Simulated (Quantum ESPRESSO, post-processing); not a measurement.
# germanene, 1 layer: a series in biaxial strain, part 2 of 2

Wanted: a table for germanene, 1 layer against biaxial strain, and what can be fitted to it.

Quantum ESPRESSO 7.5; plane-wave DFT, PBE, GBRV ultrasoft pseudopotentials.

So far. Step 7 (Relaxation with pw.x, -3 %): The relaxation lowers the energy by 2 meV an atom. Step 8 (SCF with pw.x, -3 %): By band count these two levels touch or overlap: there is no gap, and they are no band edges.

### Step 9. Relaxation with pw.x, 3 % (continued)

The steps of the relaxation:

```
step  energy less that of the first step (eV)  largest force (eV/Å)
   1                                   0.0000                0.1424
   2                                  -0.0008                0.1253
   3                                  -0.0015                0.1073
   4                                  -0.0024                0.0769
   5                                  -0.0032                0.0266
   6                                  -0.0033                0.0002
```

The atoms that moved most (Å):

```
atom     dx     dy      dz  length
 Ge1  0.000  0.000   0.022   0.022
 Ge2  0.000  0.000  -0.022   0.022
```

The relaxed structure:

```cif
data_structure
_symmetry_space_group_name_H-M 'P 1'
_symmetry_Int_Tables_number 1
_cell_length_a 4.1614
_cell_length_b 4.1614
_cell_length_c 15.6900
_cell_angle_alpha 90.000
_cell_angle_beta 90.000
_cell_angle_gamma 120.000
_cell_volume 235.30
loop_
_atom_site_label
_atom_site_type_symbol
_atom_site_fract_x
_atom_site_fract_y
_atom_site_fract_z
_atom_site_occupancy
Ge1 Ge 0.66667 0.33333 0.47977 1
Ge2 Ge 0.33333 0.66667 0.52023 1
```

The relaxation lowers the energy by 2 meV an atom.

Numbers from this step:

| Quantity | Value |
| --- | --- |
| free energy | -5812.7360 eV |
| energy at zero smearing | -5812.7356 eV |
| Fermi energy | -2.032 eV |

### Step 10. SCF with pw.x, 3 %

File m7.scf.in:

```
&control
  prefix = 'm7.scf'
  outdir = './out'
  pseudo_dir = './pseudo'
  calculation = 'scf'
  tprnfor = .true.
/
&system
  ibrav = 0
  nat = 2
  ntyp = 1
  ecutwfc = 40
  ecutrho = 200
  occupations = 'smearing'
  smearing = 'fd'
  degauss = 0.002
  nbnd = 18
/
&electrons
  conv_thr = 1e-09
  mixing_beta = 0.4
  electron_maxstep = 120
  mixing_mode = 'plain'
/
ATOMIC_SPECIES
  Ge  72.6300  ge_pbe_v1.4.uspp.F.UPF
CELL_PARAMETERS angstrom
  4.16136995927000 0.00000000000000 0.00000000000000
  -2.08068498015000 3.60385209899000 0.00000000000000
  0.00000000000000 0.00000000000000 15.69000000000000
ATOMIC_POSITIONS crystal
  Ge  0.666666666700 0.333333333300 0.479768326500
  Ge  0.333333333300 0.666666666700 0.520231673500
K_POINTS automatic
  12 12 1 0 0 0
```

Run with:

```sh
$ OMP_NUM_THREADS=1 mpirun -n 4 pw.x -nk 4 -in m7.scf.in > m7.scf.out
```

Wall time 11 s (4 MPI ranks of Arm Neoverse V1, shared host); peak memory 0.38 GiB; 43 s of CPU time.

Read from the output:

| Item | Value |
| --- | --- |
| free energy | -5812.7251 eV |
| energy at zero smearing | -5812.7247 eV |
| Fermi energy | -2.031 eV |
| valence top, on the run's zero | -2.002 eV |
| conduction bottom, on the run's zero | -2.197 eV |

By band count these two levels touch or overlap: there is no gap, and they are no band edges.

### Step 11. Relaxation with pw.x, 4 %

File m8.relax.in:

```
&control
  prefix = 'm8.relax'
  outdir = './out'
  pseudo_dir = './pseudo'
  nstep = 40
  forc_conv_thr = 0.0003
  calculation = 'relax'
  tstress = .true.
/
&system
  ibrav = 0
  nat = 2
  ntyp = 1
  ecutwfc = 50
  ecutrho = 250
  occupations = 'smearing'
  smearing = 'fd'
  degauss = 0.002
/
&electrons
  conv_thr = 1e-09
  mixing_beta = 0.4
  electron_maxstep = 120
  mixing_mode = 'plain'
/
&ions
/
ATOMIC_SPECIES
  Ge  72.6300  ge_pbe_v1.4.uspp.F.UPF
CELL_PARAMETERS angstrom
  4.20177160936000 0.00000000000000 0.00000000000000
  -2.10088580520000 3.63884095432000 0.00000000000000
  0.00000000000000 0.00000000000000 15.69000000000000
ATOMIC_POSITIONS crystal
  Ge  0.666666666700 0.333333333300 0.478361817900
  Ge  0.333333333300 0.666666666700 0.521638182100
K_POINTS automatic
  12 12 1 0 0 0
```

Run with:

```sh
$ OMP_NUM_THREADS=1 mpirun -n 4 pw.x -nk 4 -in m8.relax.in > m8.relax.out
```

Elapsed: 81 s, on 4 MPI ranks; peak memory 0.69 GiB.

The steps of the relaxation:

```
step  energy less that of the first step (eV)  largest force (eV/Å)
   1                                   0.0000                0.1872
   2                                  -0.0013                0.1557
   3                                  -0.0025                0.1239
   4                                  -0.0038                0.0767
   5                                  -0.0046                0.0079
   6                                  -0.0046                0.0003
```

The atoms that moved most (Å):

```
atom     dx     dy      dz  length
 Ge1  0.000  0.000   0.025   0.025
 Ge2  0.000  0.000  -0.025   0.025
```

Final coordinates:

```cif
data_structure
_symmetry_space_group_name_H-M 'P 1'
_symmetry_Int_Tables_number 1
_cell_length_a 4.2018
_cell_length_b 4.2018
_cell_length_c 15.6900
_cell_angle_alpha 90.000
_cell_angle_beta 90.000
_cell_angle_gamma 120.000
_cell_volume 239.89
loop_
_atom_site_label
_atom_site_type_symbol
_atom_site_fract_x
_atom_site_fract_y
_atom_site_fract_z
_atom_site_occupancy
Ge1 Ge 0.66667 0.33333 0.47996 1
Ge2 Ge 0.33333 0.66667 0.52004 1
```

The relaxation lowers the energy by 2 meV an atom.

This step gave:

```
free energy             : -5812.7048 eV
energy at zero smearing : -5812.7044 eV
Fermi energy            : -2.073 eV
```

### Step 12. Self-consistent run, 4 %

File m8.scf.in:

```
&control
  prefix = 'm8.scf'
  outdir = './out'
  pseudo_dir = './pseudo'
  calculation = 'scf'
  tprnfor = .true.
/
&system
  ibrav = 0
  nat = 2
  ntyp = 1
  ecutwfc = 40
  ecutrho = 200
  occupations = 'smearing'
  smearing = 'fd'
  degauss = 0.002
  nbnd = 18
/
&electrons
  conv_thr = 1e-09
  mixing_beta = 0.4
  electron_maxstep = 120
  mixing_mode = 'plain'
/
ATOMIC_SPECIES
  Ge  72.6300  ge_pbe_v1.4.uspp.F.UPF
CELL_PARAMETERS angstrom
  4.20177160936000 0.00000000000000 0.00000000000000
  -2.10088580520000 3.63884095432000 0.00000000000000
  0.00000000000000 0.00000000000000 15.69000000000000
ATOMIC_POSITIONS crystal
  Ge  0.666666666700 0.333333333300 0.479959723900
  Ge  0.333333333300 0.666666666700 0.520040276100
K_POINTS automatic
  12 12 1 0 0 0
```

Run with:

```sh
$ OMP_NUM_THREADS=1 mpirun -n 4 pw.x -nk 4 -in m8.scf.in > m8.scf.out
```

It took 11 s on 4 MPI ranks; peak memory 0.37 GiB.

Numbers from this step:

* free energy: -5812.6939 eV
* energy at zero smearing: -5812.6934 eV
* Fermi energy: -2.072 eV
* valence top, on the run's zero: -2.042 eV
* conduction bottom, on the run's zero: -2.399 eV

By band count these two levels touch or overlap: there is no gap, and they are no band edges.

### Step 13. The series side by side

The series in one table, energies over the lowest:

```
biaxial strain  energy (eV)  gap along the path (eV)
          -4 %       0.1014                8.567e-09
          -3 %       0.0562                8.569e-09
          -2 %       0.0247                8.564e-09
          -1 %       0.0063                8.555e-09
           0 %       0.0000                3.824e-05
           1 %       0.0050                8.523e-09
           2 %       0.0203                8.499e-09
           3 %       0.0431                   -0.195
           4 %       0.0743                  -0.3569
```

### Step 14. The arithmetic

A parabola through the energies within ±2 % has E = 56.30 eV × ε² -0.100 eV × ε; for the curvature, over A = 14.136 Å² this is 56.30 × 1/14.136 × 16.02 = 64 N/m.

### Step 15. Results

- C11 + C12: 64 N/m
- gap along the path, at -4 % and at 4 %: 8.57e-09, -0.357 eV

The series holds 9 members; C11 + C12: 64 N/m (PBE, GBRV ultrasoft). The energy is lowest near zero strain. From -4 % to 4 % the gap along the path falls from 8.57e-09 to -0.357 eV. At every member the bands touch or overlap (a gap of zero or below by band count): the sheet is a semimetal or metal there, levels over a valence top are left blank, and fits across such a change are rough. Semilocal gaps are too small; the 1×1 cell can't ripple over many cells under compression as a free sheet would. No spin-orbit coupling.

[Logs are printed without paths, hosts, clocks, repeated set-up lines and the standing remarks that a program may print on its own settings, such as how far it seeks lower states.]

[Hosts, paths, dates, database ids (printed as entryN), source tags and the programs' standing remarks are cut or masked in the printed files.]

[Maps of the electrostatic potential energy from Ansatz leave out the sawtooth potential of an applied field or a dipole correction, so their vacuum need not be flat; planar profiles and work functions include it.]
